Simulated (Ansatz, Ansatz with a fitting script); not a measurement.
Planning a run of Ansatz 0.2.0 on KCdCO3F (P-6m2). The input:

```yaml
crystal:
  lattice:
    - [5.1324, 0.0, 0.0]
    - [-2.5662, 4.4447887824, 0.0]
    - [0.0, 0.0, 4.4324]
  atoms:
    - { symbol: K, position: [0.0, 0.0, 0.0] }
    - { symbol: Cd, position: [0.6666666667, 0.3333333333, 0.5] }
    - { symbol: C, position: [0.3333333333, 0.6666666667, 0.5] }
    - { symbol: O, position: [0.187896259, 0.375792518, 0.5] }
    - { symbol: O, position: [0.187896259, 0.812103741, 0.5] }
    - { symbol: O, position: [0.624207482, 0.812103741, 0.5] }
    - { symbol: F, position: [0.6666666667, 0.3333333333, 0.0] }
kpoints:
  mp_grid: { grid: [3, 3, 3] }
hamiltonian:
  xc: hse06
  pseudopotentials: { kind: paw, source: ansatz }
scf:
  occupations: { method: fixed }
  n_extra_bands: 6
  lower_state_search: "off"
  convergence: { dr2_threshold: 1.0e-09 }
output:
  eigenvalues: true
```

```sh
ansatz run input.yaml --threads 8 --pin off --max-ram 18432MiB --backend cpu --events-out ev --progress --plain --runs-dir out
```

Q: Estimate wall time and host memory on 8 threads of Arm Neoverse V2, shared host.

It took 20 s; on shared hardware allow 10 s to 40 s. Peak host memory was 6.0 GiB. The sizes that set the cost: 7829 plane waves a state, 6 irreducible k points and 20 SCF cycles.

Exact exchange couples every pair of k points and filled bands, so it costs far more than a semilocal run.

[Paths, hosts, dates, memory and timing lines, banners, echoed tables and standing remarks are left out of the program output.]

[Logs are printed without paths, hosts, clocks, repeated set-up lines and the standing remarks that a program may print on its own settings, such as how far it seeks lower states.]

[Runs of the session that timed out or met a known fault of the program may be left out.]

[Hosts, paths, dates, database ids (printed as entryN), source tags and the programs' standing remarks are cut or masked in the printed files.]
